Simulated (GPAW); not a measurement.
**Conductance along a series: a B chain with one atom pushed aside at constant bond length**

Aim: how the conductance and the thermopower change along a series of junctions, a B chain with one atom pushed aside at constant bond length.

Main program and level: GPAW 26.7.0; GPAW LCAO, PAW setups; Landauer transmission from Green's functions with principal layers (ASE), zero bias.

### Step 1. Starting point

The cell holds 13 atoms: 13 B. Cell: a = 9.000 Å, b = 9.000 Å, c = 20.091 Å, α = 90.0°, β = 90.0°, γ = 90.0°. Regions: left lead, 6 atoms (6 B); channel, 1 atom (1 B); right lead, 6 atoms (6 B). Vacuum lies along a and b. The structure is stacked along c, and the current runs across the ab planes.

### Step 2. Member of the series, offset 0.3 Å

The structure changes from member to member while basis and functional stay, so that the trend is less open to errors of the level than any single value.

File run.py:

```python
import json
import numpy as np
from ase import Atoms
from ase.transport.calculators import TransportCalculator
from gpaw import GPAW, FermiDirac
from gpaw.lcao.tools import get_lcao_hamiltonian
from scipy.linalg import eigh

# The junction with lead layers at both ends, along the third cell vector
device = Atoms(
    ['B', 'B', 'B', 'B', 'B', 'B', 'B', 'B', 'B', 'B', 'B', 'B', 'B'],
    positions=[
        [4.50000, 4.50000, 0.77500],
        [4.50000, 4.50000, 2.32500],
        [4.50000, 4.50000, 3.87500],
        [4.50000, 4.50000, 5.42500],
        [4.50000, 4.50000, 6.97500],
        [4.50000, 4.50000, 8.52500],
        [4.80000, 4.50000, 10.04569],
        [4.50000, 4.50000, 11.56638],
        [4.50000, 4.50000, 13.11638],
        [4.50000, 4.50000, 14.66638],
        [4.50000, 4.50000, 16.21638],
        [4.50000, 4.50000, 17.76638],
        [4.50000, 4.50000, 19.31638]],
    cell=[[9.0, 0.0, 0.0], [0.0, 9.0, 0.0], [0.0, 0.0, 20.09138]],
    pbc=True)

# One principal layer of the lead: the first 4 atoms of the device
lead = Atoms(
    ['B', 'B', 'B', 'B'],
    positions=[
        [4.50000, 4.50000, 0.77500],
        [4.50000, 4.50000, 2.32500],
        [4.50000, 4.50000, 3.87500],
        [4.50000, 4.50000, 5.42500]],
    cell=[[9.0, 0.0, 0.0], [0.0, 9.0, 0.0], [0.0, 0.0, 6.2]],
    pbc=True)

settings = dict(mode='lcao', basis='dzp', xc='PBE', h=0.2,
                occupations=FermiDirac(0.1), maxiter=250,
                mixer=dict(beta=0.1, nmaxold=8, weight=100.0),
                convergence=dict(density=0.0001))
energies = np.arange(-3, 3 + 1e-9, 0.075)
eta = 0.0001
n1, n2 = 1, 1
# k and -k transmit alike, so half of the mesh across the current serves
mesh = [(i, j) for i in range(n1) for j in range(n2) if (i, j) <= (-i % n1, -j % n2)]
weights = np.array([1 if (i, j) == (-i % n1, -j % n2) else 2 for i, j in mesh]) / (n1 * n2)

# [... helper functions left out ...]
fermi_lead = ground_state(lead, (1, 1, 18), 'lead.txt')
fermi_device = ground_state(device, (1, 1, 4), 'device.txt')
# [... loop over the mesh left out, but for ...]
        # Shift the lead onto the potential of the device's first layer
        shift = ((H[:, 0, 0] - H0[:, 0, 0]) / S0[0, 0]).real.mean()
# [...]
kT = 8.617333e-5 * 300
bias = [0.1, 0.2, 0.5, 1.0, 1.5, 2.0]
# [... integrals and printing left out ...]
```

The run is started by

```console
$ OMP_NUM_THREADS=1 OPENBLAS_NUM_THREADS=1 python run.py
```

The log of the run:

```text
basis functions: device 169, principal layer 52
Fermi level: lead -4.8868 eV, device -4.8790 eV; lead shifted by -0.0026 eV
largest coupling past the next layer 9.55e-05 eV, largest misfit of the first layer 0.006 eV
  E-E_F (eV)   T (one spin)  [channel counts left out]
    -3.000    9.6958e-01
    -2.925    9.6621e-01
    -2.850    9.6157e-01
    -2.775    9.5483e-01
    -2.700    9.4431e-01
    -2.625    9.2614e-01
    -2.550    8.8882e-01
    -2.475    7.7568e-01
    -2.400    8.2843e-04
    -2.325    9.2875e-09
    -2.250    3.9779e-10
    -2.175    4.8205e-11
    -2.100    9.9337e-12
    -2.025    3.1981e-12
    -1.950    1.6156e-12
    -1.875    1.1557e-12
[...]
2.475    1.9956e+00
     2.550    1.9956e+00
     2.625    1.9957e+00
     2.700    1.9957e+00
     2.775    1.9957e+00
     2.850    1.9957e+00
     2.925    1.9957e+00
     3.000    1.9957e+00
conductance at 300 K: 1.9935 G0 a cell; thermopower -0.00198 uV/K
current from the zero-bias T(E) at 0.1 V: 15.446 uA
current from the zero-bias T(E) at 0.2 V: 30.891 uA
current from the zero-bias T(E) at 0.5 V: 77.224 uA
current from the zero-bias T(E) at 1.0 V: 154.42 uA
current from the zero-bias T(E) at 1.5 V: 231.51 uA
current from the zero-bias T(E) at 2.0 V: 293.64 uA
```

Run time: 26 s. Hardware: 1 thread of Arm Neoverse V2, shared host; peak memory 0.65 GiB.

Numbers from this step:

```yaml
conductance: 1.993 G₀
largest_coupling_past_the_next_principal_layer: 9.55e-5 eV
largest_misfit_of_the_first_principal_layer: 0.006010 eV
shift_that_aligns_the_lead: -0.002624 eV
basis_functions_of_the_junction: 169
basis_functions_of_a_principal_layer: 52
transmission_at_the_fermi_level_one_spin: 1.994
```

One spin. Transmission, zone mean against energy, zero at the Fermi level:

```tsv
energy (eV)	transmission, zone mean
-3.00	0.970
-2.85	0.962
-2.70	0.944
-2.55	0.889
-2.33	9.3e-9
-2.17	4.8e-11
-2.02	3.2e-12
-1.88	1.2e-12
-1.73	0
-1.57	0
-1.35	0
-1.20	2.7e-12
-1.05	4.1e-10
-0.90	1.96
-0.75	1.98
-0.60	1.99
-0.38	1.99
-0.23	1.99
-0.07	1.99
0.00	1.99
0.07	1.99
0.23	1.99
0.38	1.99
0.60	1.99
0.75	1.99
0.90	1.99
1.05	1.99
1.20	1.99
1.35	1.99
1.57	1.99
1.73	1.99
1.88	2.00
2.02	2.00
2.17	2.00
2.33	2.00
2.55	2.00
2.70	2.00
2.85	2.00
3.00	2.00
```

Not self-consistent under bias; the bias window is split evenly. Current through one cell, from the zero-bias transmission against bias:

```tsv
bias (V)	current through one cell, from the zero-bias transmission (μA)
0.100	15.4
0.200	30.9
0.500	77.2
1.000	154
1.500	232
2.000	294
```

The transmission of the three most open eigenchannels by energy, zero at the Fermi level:

```tsv
energy (eV)	channel 1	channel 2	channel 3
-3.0000	0.970	1.4e-12	0
-2.7750	0.955	1.3e-12	0
-2.4750	0.776	1.2e-12	0
-2.2500	4.0e-10	1.1e-12	0
-2.0250	2.2e-12	0	0
-1.7250	0	0	0
-1.5000	0	0	0
-1.2750	0	0	0
-0.9750	3.7e-8	2.7e-8	0
-0.7500	0.997	0.985	0
-0.5250	0.998	0.992	0
-0.2250	0.999	0.994	0
0.0000	0.999	0.995	0
0.2250	0.999	0.994	0
0.5250	0.999	0.994	0
0.7500	0.999	0.994	0
0.9750	0.999	0.994	0
1.2750	0.999	0.995	0
1.5000	0.999	0.995	0
1.7250	0.999	0.996	0
2.0250	0.999	0.996	0
2.2500	0.999	0.996	0
2.4750	0.999	0.996	0
2.7750	0.999	0.996	0
3.0000	0.999	0.996	0
```

Couplings past the next layer reach 9.5e-5 eV, small enough to drop; the matrix elements of the cell's first layer differ from the bulk lead's by up to 0.0060 eV. That layer keeps its own values in the calculation, and only beyond it is the lead taken as perfect. The Fermi levels of lead and junction count from different zeros of potential, one for each periodic cell; with both set to zero, the small remaining shift is what aligns them. By hand: G = 1.993 × 77.48 μS = 154 μS, a resistance of 6.47 kΩ; at 0.1 V a linear junction would pass 15.4 μA, and the integral over the bias window gives 15.4 μA.

### Step 3. Member of the series: offset = 0.6

The cell differs from the one that the last finished run ended in (c 20.091 → 19.908 Å).

Edit run.py of step 2 so:

```diff
@@ -18,10 +18,10 @@
         [4.50000, 4.50000, 8.52500],
-        [4.80000, 4.50000, 10.04569],
-        [4.50000, 4.50000, 11.56638],
-        [4.50000, 4.50000, 13.11638],
-        [4.50000, 4.50000, 14.66638],
-        [4.50000, 4.50000, 16.21638],
-        [4.50000, 4.50000, 17.76638],
-        [4.50000, 4.50000, 19.31638]],
-    cell=[[9.0, 0.0, 0.0], [0.0, 9.0, 0.0], [0.0, 0.0, 20.09138]],
+        [5.10000, 4.50000, 9.95416],
+        [4.50000, 4.50000, 11.38332],
+        [4.50000, 4.50000, 12.93332],
+        [4.50000, 4.50000, 14.48332],
+        [4.50000, 4.50000, 16.03332],
+        [4.50000, 4.50000, 17.58332],
+        [4.50000, 4.50000, 19.13332]],
+    cell=[[9.0, 0.0, 0.0], [0.0, 9.0, 0.0], [0.0, 0.0, 19.90832]],
     pbc=True)
```

The log of the run:

```text
basis functions: device 169, principal layer 52
Fermi level: lead -4.8868 eV, device -4.8590 eV; lead shifted by -0.0101 eV
largest coupling past the next layer 9.55e-05 eV, largest misfit of the first layer 0.028 eV
  E-E_F (eV)   T (one spin)  [channel counts left out]
    -3.000    6.9102e-01
    -2.925    6.6638e-01
    -2.850    6.3682e-01
    -2.775    5.9942e-01
    -2.700    5.4941e-01
    -2.625    4.7862e-01
    -2.550    3.7173e-01
    -2.475    1.9650e-01
    -2.400    9.8234e-08
    -2.325    7.7638e-09
    -2.250    6.8658e-09
    -2.175    1.1417e-08
    -2.100    1.7866e-10
    -2.025    2.3106e-11
    -1.950    6.2191e-12
    -1.875    2.9964e-12
[...]
2.475    1.9392e+00
     2.550    1.9397e+00
     2.625    1.9401e+00
     2.700    1.9403e+00
     2.775    1.9403e+00
     2.850    1.9402e+00
     2.925    1.9399e+00
     3.000    1.9395e+00
conductance at 300 K: 1.9093 G0 a cell; thermopower 0.03688 uV/K
current from the zero-bias T(E) at 0.1 V: 14.793 uA
current from the zero-bias T(E) at 0.2 V: 29.583 uA
current from the zero-bias T(E) at 0.5 V: 73.908 uA
current from the zero-bias T(E) at 1.0 V: 147.4 uA
current from the zero-bias T(E) at 1.5 V: 219.53 uA
current from the zero-bias T(E) at 2.0 V: 276.31 uA
```

It took 29 s on 1 thread; peak memory 0.65 GiB.

Numbers from this step:

```yaml
conductance: 1.909 G₀
largest_misfit_of_the_first_principal_layer: 0.02836 eV
shift_that_aligns_the_lead: -0.01011 eV
transmission_at_the_fermi_level_one_spin: 1.910
```

One spin. Transmission, zone mean against energy, zero at the Fermi level:

energy (eV), transmission, zone mean and a bar:
```
  -3.0000       0.69 ###########
  -2.7750       0.60 #########
  -2.4750       0.20 ###
  -2.2500       0.00 
  -2.0250       0.00 
  -1.7250       0.00 
  -1.5000       0.00 
  -1.2750       0.00 
  -0.9750       0.00 
  -0.7500       1.76 ###########################
  -0.5250       1.87 #############################
  -0.2250       1.91 #############################
   0.0000       1.91 ##############################
   0.2250       1.90 #############################
   0.5250       1.90 #############################
   0.7500       1.90 #############################
   0.9750       1.90 #############################
   1.2750       1.91 ##############################
   1.5000       1.92 ##############################
   1.7250       1.93 ##############################
   2.0250       1.93 ##############################
   2.2500       1.94 ##############################
   2.4750       1.94 ##############################
   2.7750       1.94 ##############################
   3.0000       1.94 ##############################
```

Not self-consistent under bias; the bias window is split evenly. Current through one cell, from the zero-bias transmission against bias:

```tsv
bias (V)	current through one cell, from the zero-bias transmission (μA)
0.100	14.8
0.200	29.6
0.500	73.9
1.000	147
1.500	220
2.000	276
```

Table of transmission of the three most open eigenchannels by energy, zero at the Fermi level:

```tsv
energy (eV)	channel 1	channel 2	channel 3
-3.00	0.691	2.4e-12	0
-2.77	0.599	2.3e-12	0
-2.55	0.372	2.2e-12	0
-2.40	9.8e-8	2.1e-12	0
-2.17	1.1e-8	2.0e-12	0
-1.95	4.4e-12	1.8e-12	0
-1.73	1.7e-12	0	0
-1.57	1.6e-12	0	0
-1.35	1.5e-12	0	0
-1.12	3.2e-11	1.4e-11	1.4e-12
-0.90	0.960	0.553	1.3e-12
-0.75	0.987	0.776	1.2e-12
-0.53	0.998	0.870	1.1e-12
-0.30	0.997	0.905	1.1e-12
-0.07	0.998	0.912	0
0.00	0.998	0.912	0
0.07	0.998	0.910	0
0.30	0.999	0.904	0
0.53	0.999	0.900	0
0.75	0.999	0.900	0
0.90	0.998	0.903	0
1.12	0.998	0.909	0
1.35	0.998	0.917	0
1.57	0.998	0.924	0
1.73	0.998	0.928	0
1.95	0.998	0.934	0
2.17	0.998	0.938	0
2.40	0.998	0.941	0
2.55	0.998	0.942	0
2.77	0.998	0.942	0
3.00	0.998	0.942	0
```

The conductance, 1.91 G₀, lies 4.2 % below that of the member before.

### Step 4. Junction: offset = 0.9

The cell differs from the one that the last finished run ended in (c 19.908 → 19.574 Å).

Edit run.py of step 3 so:

```diff
@@ -18,10 +18,10 @@
         [4.50000, 4.50000, 8.52500],
-        [5.10000, 4.50000, 9.95416],
-        [4.50000, 4.50000, 11.38332],
-        [4.50000, 4.50000, 12.93332],
-        [4.50000, 4.50000, 14.48332],
-        [4.50000, 4.50000, 16.03332],
-        [4.50000, 4.50000, 17.58332],
-        [4.50000, 4.50000, 19.13332]],
-    cell=[[9.0, 0.0, 0.0], [0.0, 9.0, 0.0], [0.0, 0.0, 19.90832]],
+        [5.40000, 4.50000, 9.78694],
+        [4.50000, 4.50000, 11.04889],
+        [4.50000, 4.50000, 12.59889],
+        [4.50000, 4.50000, 14.14889],
+        [4.50000, 4.50000, 15.69889],
+        [4.50000, 4.50000, 17.24889],
+        [4.50000, 4.50000, 18.79889]],
+    cell=[[9.0, 0.0, 0.0], [0.0, 9.0, 0.0], [0.0, 0.0, 19.57389]],
     pbc=True)
```

The log of the run:

```text
basis functions: device 169, principal layer 52
Fermi level: lead -4.8868 eV, device -4.8241 eV; lead shifted by -0.0370 eV
largest coupling past the next layer 9.55e-05 eV, largest misfit of the first layer 0.082 eV
  E-E_F (eV)   T (one spin)  [channel counts left out]
    -3.000    3.2526e-01
    -2.925    2.9868e-01
    -2.850    2.7224e-01
[...]
2.925    1.4538e+00
     3.000    1.4401e+00
conductance at 300 K: 1.3734 G0 a cell; thermopower 0.13 uV/K
current from the zero-bias T(E) at 0.1 V: 10.64 uA
current from the zero-bias T(E) at 0.2 V: 21.269 uA
current from the zero-bias T(E) at 0.5 V: 53 uA
current from the zero-bias T(E) at 1.0 V: 104.74 uA
current from the zero-bias T(E) at 1.5 V: 153.13 uA
current from the zero-bias T(E) at 2.0 V: 189.11 uA
```

Run time: 30 s. Hardware: 1 thread; peak memory 0.64 GiB.

The conductance, 1.37 G₀, lies 28 % below that of the member before.

### Step 5. Member of the series: offset = 1.2

The cell differs from the one that the last finished run ended in (c 19.574 → 19.012 Å).

Edit run.py of step 4 so:

```diff
@@ -18,10 +18,10 @@
         [4.50000, 4.50000, 8.52500],
-        [5.40000, 4.50000, 9.78694],
-        [4.50000, 4.50000, 11.04889],
-        [4.50000, 4.50000, 12.59889],
-        [4.50000, 4.50000, 14.14889],
-        [4.50000, 4.50000, 15.69889],
-        [4.50000, 4.50000, 17.24889],
-        [4.50000, 4.50000, 18.79889]],
-    cell=[[9.0, 0.0, 0.0], [0.0, 9.0, 0.0], [0.0, 0.0, 19.57389]],
+        [5.70000, 4.50000, 9.50607],
+        [4.50000, 4.50000, 10.48714],
+        [4.50000, 4.50000, 12.03714],
+        [4.50000, 4.50000, 13.58714],
+        [4.50000, 4.50000, 15.13714],
+        [4.50000, 4.50000, 16.68714],
+        [4.50000, 4.50000, 18.23714]],
+    cell=[[9.0, 0.0, 0.0], [0.0, 9.0, 0.0], [0.0, 0.0, 19.01214]],
     pbc=True)
```

The log of the run:

```text
basis functions: device 169, principal layer 52
Fermi level: lead -4.8868 eV, device -4.7660 eV; lead shifted by -0.0516 eV
largest coupling past the next layer 9.55e-05 eV, largest misfit of the first layer 0.133 eV
  E-E_F (eV)   T (one spin)  [channel counts left out]
    -3.000    1.7215e-01
    -2.925    1.4997e-01
    -2.850    1.2956e-01
[...]
2.925    1.2370e+00
     3.000    1.2322e+00
conductance at 300 K: 1.2281 G0 a cell; thermopower 1.762 uV/K
current from the zero-bias T(E) at 0.1 V: 9.5134 uA
current from the zero-bias T(E) at 0.2 V: 19.013 uA
current from the zero-bias T(E) at 0.5 V: 47.286 uA
current from the zero-bias T(E) at 1.0 V: 92.569 uA
current from the zero-bias T(E) at 1.5 V: 131.94 uA
current from the zero-bias T(E) at 2.0 V: 159.33 uA
```

Wall time 30 s (1 thread); peak memory 0.64 GiB.

The conductance, 1.23 G₀, lies 11 % below that of the member before.

### Step 6. Side by side

Times are for 1 thread of Arm Neoverse V2, shared host. The series side by side:

```tsv
no.	offset (Å)	conductance (G₀)	time	memory (GiB)
1	0.3	1.993	26 s	0.65
2	0.6	1.909	29 s	0.65
3	0.9	1.373	30 s	0.64
4	1.2	1.228	30 s	0.64
```

The runs together. Transmission, zone mean against energy, zero at the Fermi level:

```tsv
energy (eV)	0.3	0.6	0.9	1.2
-3.000	0.970	0.691	0.325	0.172
-2.475	0.776	0.196	0.0368	0.00613
-2.025	3.2e-12	2.3e-11	6.8e-12	5.3e-12
-1.500	0	1.6e-12	2.5e-12	3.6e-12
-0.975	6.3e-8	1.4e-6	6.7e-6	0.0189
-0.525	1.99	1.87	1.26	1.13
0.000	1.99	1.91	1.37	1.23
0.525	1.99	1.90	1.34	1.09
0.975	1.99	1.90	1.36	1.16
1.500	1.99	1.92	1.42	1.65
2.025	2.00	1.93	1.48	1.65
2.475	2.00	1.94	1.50	1.33
3.000	2.00	1.94	1.44	1.23
```

The runs together. Current through one cell, from the zero-bias transmission against bias:

```tsv
bias (V)	0.3 (μA)	0.6 (μA)	0.9 (μA)	1.2 (μA)
0.100	15.4	14.8	10.6	9.51
0.200	30.9	29.6	21.3	19.0
0.500	77.2	73.9	53.0	47.3
1.000	154	147	105	92.6
1.500	232	220	153	132
2.000	294	276	189	159
```

[end of part 1 of 2]

[Logs are printed without paths, hosts, clocks, repeated set-up lines and the standing remarks that a program may print on its own settings, such as how far it seeks lower states.]

[Hosts, paths, dates, database ids (printed as entryN), source tags and the programs' standing remarks are cut or masked in the printed files.]
